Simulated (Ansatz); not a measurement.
# How fast states decay through Pb2I2BrF

Aim: relax a made-up compound, Pb2I2BrF, and see how good a tunnel barrier it would be. It is built by putting Br for part of the F in the PbIF structure of space group P4/nmm, with the volume rescaled by atomic radii. The parent structure comes from the Materials Project.

Program: Ansatz 0.2.0. Level of theory: PBE DFT, plane waves, PAW files, in the first sound run; inputs show where later runs differ. Results are calculated unless marked as measured.

The structure was built from a prototype and need not be the compound's stable phase.

### 1. The starting structure

The structure is tetragonal, space group P-4m2 (No. 115). The conventional cell has a = 4.425 Å, b = 4.425 Å, c = 9.882 Å, α = 90.00°, β = 90.00°, γ = 90.00°. Nearest to Pb lie 2 F at 2.70 Å and 2 Br at 2.70 Å and 4 I at 3.56 Å. Nearest to I lie 4 Pb at 3.56 Å. F has 4 Pb at 2.70 Å nearest. Br has 4 Pb at 2.70 Å nearest. It derives from PbIF. Br for part of the F in the PbIF structure of space group P4/nmm. Farther neighbours and most contacts between anions are not listed.

### 2. Cell and atoms at rest

The substituted atoms don't fit the parent's cell, so cell and atoms relax together. A small smearing keeps the run stable in case the gap closes on the way.

input.yaml reads:

```yaml
crystal:
  lattice:
    - [4.4248928766, 0.0, 0.0]
    - [0.0, 4.4248928766, 0.0]
    - [0.0, 0.0, 9.8818657142]
  atoms:
    - { symbol: Pb, position: [0.0, 0.5, 0.842729] }
    - { symbol: Pb, position: [0.5, 0.0, 0.157271] }
    - { symbol: I, position: [0.5, 0.0, 0.671828] }
    - { symbol: I, position: [0.0, 0.5, 0.328172] }
    - { symbol: F, position: [0.0, 0.0, 0.0] }
    - { symbol: Br, position: [0.5, 0.5, 0.0] }
kpoints:
  mp_grid: { grid: [6, 6, 2] }
scf:
  occupations: { method: gaussian, width: 0.03 }
hamiltonian:
  xc: pbe
output:
  forces: true
  stress: true
relax:
  f_tol: 0.02
  max_steps: 60
  cell: {}
```

Launch:

```sh
ansatz run input.yaml --threads 2 --pin off --max-ram 4096MiB --backend cpu --events-out ev --progress --plain --runs-dir out
```

Numbers of over 12 decimals in the logs are rounded to 6 here.

What it wrote:

```text
Engine: ansatz 0.2.0, aarch64-unknown-linux-gnu
Pseudopotentials: kind: paw
Pseudopotential: Pb, paw, valence charge 14, recommended cutoff 420 eV (normal), Pb.paw.azcp
Pseudopotential: I, paw, valence charge 17, recommended cutoff 420 eV (normal), I.paw.azcp
Pseudopotential: F, paw, valence charge 7, recommended cutoff 420 eV (normal), F.paw.azcp
Pseudopotential: Br, paw, valence charge 7, recommended cutoff 420 eV (normal), Br.paw.azcp
Functional definition: PBE
  parameter kappa = 0.804
  parameter beta = 0.066725
  exchange = pbe_x(kappa = kappa, mu = beta*pi^2/3)
  correlation = pbe_c(beta = beta)
Crystal: 6 atoms, lattice volume = 193.484 Å³
Basis set: ecut = 420 eV, 3801 PW (Γ), exchange–correlation on 60×60×144 points (8 copies of the dense FFT grid, shifted against one another)
Bands: 46, of which v1, the nominal top of the filled ones, is band 38 counted from 1 (37 counted from 0)
Symmetry: 8 space group operations
Space group: P-4m2 (ITA 115), of the structure as read, at distance tolerance 5.8e-5 Å
k-points: 20 of 72
Non-local potential: Pb, projectors of the file, l = 0: 2, l = 1: 2, l = 2: 2, l = 3: 2
Non-local potential: I, projectors of the file, l = 0: 2, l = 1: 2, l = 2: 2, l = 3: 2
Non-local potential: F, projectors of the file, l = 0: 2, l = 1: 2, l = 2: 1
Non-local potential: Br, projectors of the file, l = 0: 2, l = 1: 2, l = 2: 2
PAW form: soft (Blöchl's): semilocal exchange-correlation on the pseudo side does not see the compensation charge
PAW one-centre angular grid: Pb, 590 points (default); XC on 64 Gauss nodes
PAW one-centre angular grid: I, 590 points (default); XC on 64 Gauss nodes
PAW one-centre angular grid: F, 110 points (default); XC on 64 Gauss nodes
PAW one-centre angular grid: Br, 110 points (default); XC on 64 Gauss nodes
Initial density: superposition of atomic densities (neutral atoms: chi_scale 0, normalization atom), corrected by the library's trained network
Initial wavefunctions: pseudopotential atomic-orbital guess
Functional: x = pbe(κ = 0.804, μ = 0.219515), c = pbe(β = 0.066725)
SCF iter   1: F=—  HF=-42432.693417 eV  |F-HF|=—  |Δ(HF+E_count)|=         —  Δρ=1.45e-3  dr2=1.42e-2  ethr=1.77e-3  ⟨swp⟩=11.2  Hψ=4700  notcnv=0  defer=4
preconditioner: auto → Resta (q_TF=auto, 2.335 Å⁻¹)  ε∞=3.0  [insulator: Δε(μ)=2.197 eV  Ē_g=13.757 eV  σ=0.030 eV  W_gap=1.00  n_scr=38 (ndim 8)  ℏωp=19.6 eV  f_vac=0.107  D(μ)=0.00/eV (n_scr^D=0)  ε∞_Penn≈3.0]
SCF iter   2: F=—  HF=-42432.693615 eV  |F-HF|=—  |Δ(HF+E_count)|=   1.98e-4  Δρ=8.20e-4  dr2=1.63e-3  ethr=1.87e-5  ⟨swp⟩=3.5  Hψ=1970  notcnv=0  defer=45
SCF iter   3: F=—  HF=-42432.693712 eV  |F-HF|=—  |Δ(HF+E_count)|=   9.76e-5  Δρ=4.49e-4  dr2=2.61e-4  ethr=2.14e-6  ⟨swp⟩=2.9  Hψ=1430  notcnv=0  defer=45
SCF iter   4: F=—  HF=-42432.694005 eV  |F-HF|=—  |Δ(HF+E_count)|=   2.93e-4  Δρ=2.41e-4  dr2=9.05e-5  ethr=3.43e-7  ⟨swp⟩=2.0  Hψ=1435  notcnv=0  defer=45
SCF iter   5: F=—  HF=-42432.694053 eV  |F-HF|=—  |Δ(HF+E_count)|=   4.74e-5  Δρ=5.55e-5  dr2=1.39e-5  ethr=1.19e-7  ⟨swp⟩=2.0  Hψ=1344  notcnv=0  defer=45
SCF iter   6: F=—  HF=-42432.694056 eV  |F-HF|=—  |Δ(HF+E_count)|=   3.40e-6  Δρ=1.42e-5  dr2=6.95e-7  ethr=1.83e-8  ⟨swp⟩=2.0  Hψ=1217  notcnv=0  defer=45
SCF iter   7: F=-42432.694057 eV  HF=-42432.694057 eV  |F-HF|=3.14e-8  |Δ(HF+E_count)|=   4.43e-7  Δρ=4.23e-6  dr2=7.35e-8  ethr=1.32e-10  ⟨swp⟩=5.0  Hψ=3348  notcnv=0
SCF 1 converged in 7 iterations: F = -42432.694057 eV  dr2 = 7.35e-8
  greatest PAW one-centre occupation: 0.999 electrons in one spin orbital (limit 2), on the I atom at site 3 (counted from 0), in its partial waves of l = 2
relax step   1: F+E_penalty+E_count = -42432.69405663 eV  Δ(F+E_penalty+E_count) = +0.000e0 eV  max|allowed force component| = 2.438e0 eV/Å  Δτ_max = 0.0000 Å  P = +4.242 GPa  Ω = 193.484 Å³  (7 SCF iters, dr2 threshold 1.00e-7 eV, accepted)
Crystal: 6 atoms, lattice volume = 200.803 Å³
Basis set: ecut = 420 eV, 3921 PW (Γ), exchange–correlation on 60×60×144 points (8 copies of the dense FFT grid, shifted against one another)
Initial density: handed on by an earlier stage of this run
Initial wavefunctions: those handed on with the density
iter 1 solved again at ethr=3.40e-4 eV; its pass at ethr=3.10e-3 eV (dr2=2.59e-1 eV) is discarded
SCF iter   1: F=—  HF=-42433.443064 eV  |F-HF|=—  |Δ(HF+E_count)|=         —  Δρ=8.01e-3  dr2=2.58e-1  ethr=3.40e-4  ⟨swp⟩=2.0  Hψ=4903  notcnv=0
preconditioner: auto → Resta (q_TF=auto, 2.320 Å⁻¹)  ε∞=3.0  [insulator: Δε(μ)=2.326 eV  Ē_g=13.472 eV  σ=0.030 eV  W_gap=1.00  n_scr=38 (ndim 8)  ℏωp=19.3 eV  f_vac=0.110  D(μ)=0.00/eV (n_scr^D=0)  ε∞_Penn≈3.0]
SCF iter   2: F=—  HF=-42433.394682 eV  |F-HF|=—  |Δ(HF+E_count)|=   4.84e-2  Δρ=6.08e-3  dr2=5.15e-2  ethr=3.40e-4  ⟨swp⟩=3.6  Hψ=1777  notcnv=0
SCF iter   3: F=—  HF=-42433.387603 eV  |F-HF|=—  |Δ(HF+E_count)|=   7.08e-3  Δρ=2.51e-3  dr2=1.88e-2  ethr=6.78e-5  ⟨swp⟩=2.0  Hψ=1751  notcnv=0  defer=41
SCF iter   4: F=—  HF=-42433.385523 eV  |F-HF|=—  |Δ(HF+E_count)|=   2.08e-3  Δρ=8.95e-4  dr2=1.51e-3  ethr=2.48e-5  ⟨swp⟩=2.0  Hψ=1217  notcnv=0  defer=41
SCF iter   5: F=—  HF=-42433.385692 eV  |F-HF|=—  |Δ(HF+E_count)|=   1.70e-4  Δρ=2.64e-4  dr2=1.16e-4  ethr=1.98e-6  ⟨swp⟩=2.0  Hψ=1410  notcnv=0  defer=41
SCF iter   6: F=—  HF=-42433.385920 eV  |F-HF|=—  |Δ(HF+E_count)|=   2.28e-4  Δρ=6.61e-5  dr2=7.47e-6  ethr=1.53e-7  ⟨swp⟩=2.0  Hψ=1156  notcnv=0  defer=41
SCF iter   7: F=-42433.385937 eV  HF=-42433.385936 eV  |F-HF|=5.93e-7  |Δ(HF+E_count)|=   1.61e-5  Δρ=1.25e-5  dr2=3.18e-7  ethr=7.89e-10  ⟨swp⟩=4.0  Hψ=3792  notcnv=0
SCF 2 converged in 7 iterations: F = -42433.385937 eV  dr2 = 3.18e-7
  greatest PAW one-centre occupation: 0.999 electrons in one spin orbital (limit 2), on the I atom at site 2 (counted from 0), in its partial waves of l = 2
relax step   2: F+E_penalty+E_count = -42433.38593677 eV  Δ(F+E_penalty+E_count) = -6.919e-1 eV  max|allowed force component| = 5.665e-1 eV/Å  Δτ_max = 0.1978 Å  P = +0.598 GPa  Ω = 200.803 Å³  energy of the carried Pulay correction = -3.581e-3 eV  (7 SCF iters, dr2 threshold 6.00e-7 eV, accepted)
Crystal: 6 atoms, lattice volume = 200.120 Å³
Basis set: ecut = 420 eV, 3953 PW (Γ), exchange–correlation on 60×60×144 points (8 copies of the dense FFT grid, shifted against one another)
iter 1 solved again at ethr=2.57e-5 eV; its pass at ethr=3.10e-3 eV (dr2=1.95e-2 eV) is discarded
SCF iter   1: F=—  HF=-42433.436773 eV  |F-HF|=—  |Δ(HF+E_count)|=         —  Δρ=2.77e-3  dr2=2.05e-2  ethr=2.57e-5  ⟨swp⟩=2.7  Hψ=5004  notcnv=0
preconditioner: auto → Resta (q_TF=auto, 2.322 Å⁻¹)  ε∞=3.0  [insulator: Δε(μ)=2.532 eV  Ē_g=13.792 eV  σ=0.030 eV  W_gap=1.00  n_scr=38 (ndim 8)  ℏωp=19.6 eV  f_vac=0.103  D(μ)=0.00/eV (n_scr^D=0)  ε∞_Penn≈3.0]
SCF iter   2: F=—  HF=-42433.432994 eV  |F-HF|=—  |Δ(HF+E_count)|=   3.78e-3  Δρ=1.81e-3  dr2=4.98e-3  ethr=2.57e-5  ⟨swp⟩=2.3  Hψ=1268  notcnv=0
SCF iter   3: F=—  HF=-42433.432671 eV  |F-HF|=—  |Δ(HF+E_count)|=   3.23e-4  Δρ=1.03e-3  dr2=2.28e-3  ethr=6.55e-6  ⟨swp⟩=2.0  Hψ=1541  notcnv=0
SCF iter   4: F=—  HF=-42433.432398 eV  |F-HF|=—  |Δ(HF+E_count)|=   2.73e-4  Δρ=2.71e-4  dr2=1.58e-4  ethr=2.99e-6  ⟨swp⟩=2.0  Hψ=1412  notcnv=0
SCF iter   5: F=—  HF=-42433.432527 eV  |F-HF|=—  |Δ(HF+E_count)|=   1.29e-4  Δρ=7.56e-5  dr2=1.61e-5  ethr=2.08e-7  ⟨swp⟩=2.0  Hψ=1487  notcnv=0
SCF iter   6: F=—  HF=-42433.432533 eV  |F-HF|=—  |Δ(HF+E_count)|=   5.26e-6  Δρ=2.58e-5  dr2=1.09e-6  ethr=2.12e-8  ⟨swp⟩=2.0  Hψ=1187  notcnv=0
SCF iter   7: F=-42433.432535 eV  HF=-42433.432535 eV  |F-HF|=1.03e-7  |Δ(HF+E_count)|=   1.94e-6  Δρ=5.20e-6  dr2=4.91e-8  ethr=7.89e-10  ⟨swp⟩=5.0  Hψ=3170  notcnv=0
SCF 3 converged in 7 iterations: F = -42433.432535 eV  dr2 = 4.91e-8
relax step   3: F+E_penalty+E_count = -42433.43253466 eV  Δ(F+E_penalty+E_count) = -4.660e-2 eV  max|allowed force component| = 4.094e-2 eV/Å  Δτ_max = 0.0745 Å  P = +0.132 GPa  Ω = 200.120 Å³  energy of the carried Pulay correction = -3.252e-3 eV  (7 SCF iters, dr2 threshold 6.00e-7 eV, accepted)
[...]
relax step   4: F+E_penalty+E_count = -42433.43343393 eV  Δ(F+E_penalty+E_count) = -8.993e-4 eV  max|allowed force component| = 1.432e-2 eV/Å  Δτ_max = 0.0062 Å  P = +0.021 GPa  Ω = 200.373 Å³  energy of the carried Pulay correction = -3.374e-3 eV  (6 SCF iters, dr2 threshold 1.05e-7 eV, accepted)
[...]
relax step   5: F+E_penalty+E_count = -42433.43483406 eV  Δ(F+E_penalty+E_count) = -1.400e-3 eV  max|allowed force component| = 5.946e-3 eV/Å  Δτ_max = 0.0177 Å  P = -0.079 GPa  Ω = 199.684 Å³  energy of the carried Pulay correction = -3.042e-3 eV  (7 SCF iters, dr2 threshold 1.37e-8 eV, accepted)
[...]
relax step   6: F+E_penalty+E_count = -42433.43699966 eV  Δ(F+E_penalty+E_count) = -2.166e-3 eV  max|allowed force component| = 1.414e-2 eV/Å  Δτ_max = 0.0359 Å  P = -0.118 GPa  Ω = 197.620 Å³  energy of the carried Pulay correction = -2.040e-3 eV  (7 SCF iters, dr2 threshold 4.12e-8 eV, accepted)
[...]
relax step   7: F+E_penalty+E_count = -42433.43964420 eV  Δ(F+E_penalty+E_count) = -2.645e-3 eV  max|allowed force component| = 4.968e-3 eV/Å  Δτ_max = 0.0524 Å  P = -0.056 GPa  Ω = 194.151 Å³  energy of the carried Pulay correction = -3.318e-4 eV  (7 SCF iters, dr2 threshold 4.26e-8 eV, accepted)
[...]
relax step   8: F+E_penalty+E_count = -42433.44014381 eV  Δ(F+E_penalty+E_count) = -4.996e-4 eV  max|allowed force component| = 7.834e-4 eV/Å  Δτ_max = 0.0089 Å  P = -0.006 GPa  Ω = 193.272 Å³  energy of the carried Pulay correction = +1.057e-4 eV  (7 SCF iters, dr2 threshold 8.10e-9 eV, accepted)
Basis set: ecut = 420 eV, 3801 PW (Γ), exchange–correlation on 64×64×144 points (8 copies of the dense FFT grid, shifted against one another)
Initial wavefunctions: pseudopotential atomic-orbital guess (no wavefunctions were taken with the density)
iter 1 solved again at ethr=2.81e-7 eV; its pass at ethr=3.10e-3 eV (dr2=2.14e-4 eV) is discarded
SCF iter   1: F=—  HF=-42433.436786 eV  |F-HF|=—  |Δ(HF+E_count)|=         —  Δρ=2.84e-4  dr2=5.32e-6  ethr=2.81e-7  ⟨swp⟩=3.9  Hψ=7006  notcnv=0
preconditioner: auto → Resta (q_TF=auto, 2.335 Å⁻¹)  ε∞=3.1  [insulator: Δε(μ)=2.384 eV  Ē_g=13.789 eV  σ=0.030 eV  W_gap=1.00  n_scr=38 (ndim 8)  ℏωp=20.0 eV  f_vac=0.054  D(μ)=0.00/eV (n_scr^D=0)  ε∞_Penn≈3.1]
SCF iter   2: F=—  HF=-42433.439912 eV  |F-HF|=—  |Δ(HF+E_count)|=   3.13e-3  Δρ=1.43e-4  dr2=1.40e-6  ethr=6.99e-9  ⟨swp⟩=2.0  Hψ=1454  notcnv=0
SCF iter   3: F=—  HF=-42433.440910 eV  |F-HF|=—  |Δ(HF+E_count)|=   9.98e-4  Δρ=3.27e-5  dr2=7.75e-7  ethr=1.84e-9  ⟨swp⟩=2.0  Hψ=1480  notcnv=0
SCF iter   4: F=—  HF=-42433.440935 eV  |F-HF|=—  |Δ(HF+E_count)|=   2.46e-5  Δρ=6.00e-6  dr2=2.25e-8  ethr=1.02e-9  ⟨swp⟩=2.0  Hψ=1420  notcnv=0
SCF iter   5: F=—  HF=-42433.440936 eV  |F-HF|=—  |Δ(HF+E_count)|=   1.10e-6  Δρ=1.08e-6  dr2=2.81e-9  ethr=2.97e-11  ⟨swp⟩=2.0  Hψ=1473  notcnv=0
SCF iter   6: F=—  HF=-42433.440936 eV  |F-HF|=—  |Δ(HF+E_count)|=   2.26e-8  Δρ=4.00e-7  dr2=5.95e-10  ethr=3.69e-12  ⟨swp⟩=2.0  Hψ=1173  notcnv=0
SCF iter   7: F=-42433.440936 eV  HF=-42433.440936 eV  |F-HF|=7.28e-11  |Δ(HF+E_count)|=  9.60e-10  Δρ=1.01e-7  dr2=3.28e-11  ethr=1.00e-12  ⟨swp⟩=3.0  Hψ=3754  notcnv=0
SCF 9 converged in 7 iterations: F = -42433.440936 eV  dr2 = 3.28e-11
relax step   9: F+E_penalty+E_count = -42433.44093603 eV  Δ(F+E_penalty+E_count) = -7.922e-4 eV  max|allowed force component| = 7.990e-4 eV/Å  Δτ_max = 0.0000 Å  P = -0.000 GPa  Ω = 193.272 Å³  stress off target by 2.20e-2 GPa  SCF on the basis re-selected at this cell (its energy is not comparable with the rows above)  (7 SCF iters)
basis re-selected at this cell: Δ(F+E_penalty+E_count) = -7.922e-4 eV, ΔP = +0.005 GPa vs the last step (what re-selecting the basis moved, of the pressure what is left beyond the Pulay correction that the steps carried, after the strain that the cell walked since its last selection, with what the two solves' SCF thresholds leave and, on support functions, any second-order correction that the steps lacked; it is no measure of the basis error at this ecutwfc). The dense FFT grid was sized anew with the basis: this SCF ran on 32×32×72 points, the steps before it on 30×30×72, so part of this shift can come from that change (see relax.cell in the input reference). [rest of the remark cut]
SCF converged after 7 iterations
Free energy (F): -42433.440936 eV
Harris-Foulkes:  -42433.440936 eV  (|F-HF|=7.28e-11)
Internal energy: -42433.440936 eV  (E = F + TS)
E sigma→0 (E₀):  -42433.440936 eV
Fermi energy:    6.408880 eV
--- Per-component energies (eV) ---
  E_band       = -971.275711
  E_kinetic    = 1286.134036
  E_local      = -7244.567448  (includes V_loc(G=0)·N_el)
  E_nonlocal   = 662.266875
  E_hartree    = 3310.156638
  E_xc         = -1041.471815
  E_vxc        = -726.556089  (∫ρ·V_xc dr)
  E_paw        = -32884.175834  (= ΣΔE_a)
  E_vpaw       = -1568.868743  (= ΣTr[D̂ρ^β])
  E_aug_tail   = 0.002121  (compensation charges beyond the density's cutoff)
  E_ewald      = -6521.785510
  E_smearing   = -0.000000  (= −TS)
  E_closure    = 0.000000  (closes the sum)
  Σ components = -42433.440936   (vs F -42433.440936, Δ=0.00e0)
--- Forces (eV/Å), atoms counted from 1 ---
  atom   1  Pb     0.00000000    -0.00000000     0.00040958
  atom   2  Pb     0.00000000    -0.00000000    -0.00040958
  atom   3  I     -0.00000000     0.00000000    -0.00079900
  atom   4  I     -0.00000000     0.00000000     0.00079900
  atom   5  F      0.00000000    -0.00000000    -0.00000000
  atom   6  Br    -0.00000000     0.00000000     0.00000000
  max |Σ_I F_I| component: 2.78e-17 eV/Å
--- Stress (GPa, compression-positive) ---
        0.010485       0.000000      -0.000000
        0.000000       0.010485      -0.000000
       -0.000000      -0.000000      -0.021984
  P = ⅓ Tr σ = -0.0003 GPa (-0.003 kbar)
--- Relaxed structure (8 steps of the walk, 8 accepted, 1 SCFs on fresh bases) ---
  F+E_penalty+E_count = -42433.44093603 eV   max|allowed force component| = 7.990e-4 eV/Å   (the final SCF, on the basis selected at the relaxed cell)
  cell:  # Å, volume = 193.2719 Å³
    - [4.490072, 0, 0]
    - [0, 4.490072, 0.0]
    - [0, 0.0, 9.586542]
  atoms:
    - { symbol: Pb, position: [0, 0.5, 0.806018] }
    - { symbol: Pb, position: [0.5, 0, 0.193982] }
    - { symbol: I, position: [0.5, 0, 0.661209701972] }
    - { symbol: I, position: [0, 0.5, 0.338790] }
    - { symbol: F, position: [0, 0, -3.145201845159252e-19] }
    - { symbol: Br, position: [0.5, 0.5, -3.145201845159252e-19] }
```

The job ended after 55 s (2 threads of Arm Neoverse V2, shared host; peak memory 0.5 GiB; 1.8 min of CPU time).

Relaxation path:

| step | energy less that of the first step (eV) | largest force component (eV/Å) | pressure (GPa) | volume (Å³) |
| --- | --- | --- | --- | --- |
| 1 | 0.0000 | 2.4377 | 4.24 | 193.48 |
| 2 | -0.6919 | 0.5665 | 0.60 | 200.80 |
| 3 | -0.7385 | 0.0409 | 0.13 | 200.12 |
| 4 | -0.7394 | 0.0143 | 0.02 | 200.37 |
| 5 | -0.7408 | 0.0059 | -0.08 | 199.68 |
| 6 | -0.7429 | 0.0141 | -0.12 | 197.62 |
| 7 | -0.7456 | 0.0050 | -0.06 | 194.15 |
| 8 | -0.7461 | 0.0008 | -0.01 | 193.27 |
| 9* | -0.7469 | 0.0008 | 0.00 | 193.27 |

Relaxation steps marked * repeat the geometry before them on a plane-wave basis chosen anew for their cell, so energy and pressure can jump there.

Forces are held to the 8 operations that the run works with; a distortion that breaks them can't arise in this run.

| conventional cell, symmetrised | before | after | change |
| --- | --- | --- | --- |
| a (Å) | 4.425 | 4.490 | +1.5 % |
| b (Å) | 4.425 | 4.490 | +1.5 % |
| c (Å) | 9.882 | 9.587 | -3.0 % |
| volume (Å³/atom) | 32.25 | 32.21 | -0.1 % |

The atoms that moved most (Å, as changes of fractional coordinates times the final cell):

| atom | dx | dy | dz | length |
| --- | --- | --- | --- | --- |
| Pb1 | 0.000 | 0.000 | -0.352 | 0.352 |
| Pb2 | 0.000 | 0.000 | 0.352 | 0.352 |
| I3 | 0.000 | 0.000 | -0.102 | 0.102 |
| I4 | 0.000 | 0.000 | 0.102 | 0.102 |

The relaxed structure:

```cif
data_structure
_symmetry_space_group_name_H-M 'P 1'
_symmetry_Int_Tables_number 1
_cell_length_a 4.4901
_cell_length_b 4.4901
_cell_length_c 9.5865
_cell_angle_alpha 90.000
_cell_angle_beta 90.000
_cell_angle_gamma 90.000
_cell_volume 193.27
loop_
_atom_site_label
_atom_site_type_symbol
_atom_site_fract_x
_atom_site_fract_y
_atom_site_fract_z
_atom_site_occupancy
Pb1 Pb 0.00000 0.50000 0.80602 1
Pb2 Pb 0.50000 0.00000 0.19398 1
I3 I 0.50000 0.00000 0.66121 1
I4 I 0.00000 0.50000 0.33879 1
F5 F 0.00000 0.00000 0.00000 1
Br6 Br 0.50000 0.50000 0.00000 1
```

Numbers from this step:

| Property | Result |
| --- | --- |
| free energy | -42433.4409 eV |
| Fermi energy | 6.409 eV |
| pressure | -3.38e-4 GPa |

The largest force component on a free atom ends at 8.0e-4 eV/Å.

### 3. The bulk crystal and its band edges

The energy window and the wavevectors of the next steps follow from the band edges, so these are searched first, off the mesh as well.

input.yaml reads:

```yaml
crystal:
  lattice:
    - [4.4900723552, 0.0, 0.0]
    - [0.0, 4.4900723552, 0.0]
    - [0.0, 0.0, 9.5865419874]
  atoms:
    - { symbol: Pb, position: [0.0, 0.5, 0.8060183038] }
    - { symbol: Pb, position: [0.5, 0.0, 0.1939816962] }
    - { symbol: I, position: [0.5, 0.0, 0.661209702] }
    - { symbol: I, position: [0.0, 0.5, 0.338790298] }
    - { symbol: F, position: [0.0, 0.0, 0.0] }
    - { symbol: Br, position: [0.5, 0.5, 0.0] }
kpoints:
  mp_grid: { grid: [6, 6, 4] }
  band_path: { path: [VBM, CBM], npoints: 30 }
scf:
  occupations: { method: fixed }
hamiltonian:
  xc: pbe
output:
  eigenvalues: true
  write_potential: true
  write_density: true
  volumetric_format: npy
```

What it wrote:

```text
[...]
Crystal: 6 atoms, lattice volume = 193.272 Å³
Basis set: ecut = 420 eV, 3801 PW (Γ)
Bands: 46, of which v1, the nominal top of the filled ones, is band 38 counted from 1 (37 counted from 0)
Symmetry: 8 space group operations
[...]
k-points: 30 of 144 (time reversal used)
[...]
SCF iter   1: F=—  HF=-42433.440765 eV  |F-HF|=—  |Δ(HF+E_count)|=         —  Δρ=1.18e-3  dr2=5.88e-3  ethr=1.77e-3  ⟨swp⟩=5.3  Hψ=5079  notcnv=0  defer=160
[...]
SCF iter   7: F=-42433.441609 eV  HF=-42433.441609 eV  |F-HF|=3.21e-8  |Δ(HF+E_count)|=   2.11e-7  Δρ=3.50e-6  dr2=4.07e-8  ethr=1.32e-10  ⟨swp⟩=14.5  Hψ=6547  notcnv=0
SCF 1 converged in 7 iterations: F = -42433.441609 eV  dr2 = 4.07e-8
[...]
NSCF: frozen V_eff on 40 k-points
[...]
SCF converged after 7 iterations
Free energy (F): -42433.441609 eV
[...]
Internal energy: -42433.441609 eV  (E = F + TS)
E sigma→0 (E₀):  -42433.441609 eV
Fermi energy:    5.216784 eV
[...]
--- Band table (eV; the first three rows and the last of 30) ---
  k-point 0: bands = [... 34 lower, 4.3925, 4.5297, 4.5297, 5.1139, 7.9239, 8.3593, 9.3955, 9.3955, ... 4 higher]
  k-point 1: bands = [... 34 lower, 4.2766, 4.6666, 4.6666, 5.1647, 7.7553, 8.2799, 9.3442, 9.3442, ... 4 higher]
  k-point 2: bands = [... 34 lower, 4.2338, 4.7483, 4.7483, 5.2168, 7.6007, 8.1898, 9.2950, 9.2950, ... 4 higher]
  k-point 29: bands = [... 34 lower, 4.3459, 4.3459, 4.5885, 4.5885, 8.7185, 9.2089, 9.2089, 9.2150, ... 4 higher]
```

Run time: 60 s. Hardware: 2 threads; peak memory 0.52 GiB.

The column dr2 measures how far the density is from self-consistency, as an energy; F and HF (Harris–Foulkes) agree once it is small.

This step gave:

* free energy: -42433.4416 eV
* Fermi energy: 5.217 eV
* gap on the k-mesh: 2.384 eV
* gap on path: 2.384 eV, by band count; negative where bands overlap
* direct gap on path: 2.384 eV
* edge places on path: 0, 0 1/A along the path

Levels at VBM (eV): -7.25, -6.21, -3.12, -3.12, -1.84, -1.78, -1.25, -1.25, -1.00, -1.00, -0.98, -0.47, -0.47, 0.00, 2.38, 2.97, 4.08, 4.08, 5.21, 5.21, 6.07, 6.30.

The searched edges give 2.38 eV, as on the mesh.

(Continued in part 2 of 3.)

[Logs are printed without paths, hosts, clocks, repeated set-up lines and the standing remarks that a program may print on its own settings, such as how far it seeks lower states.]

[Hosts, paths, dates, database ids (printed as entryN), source tags and the programs' standing remarks are cut or masked in the printed files.]
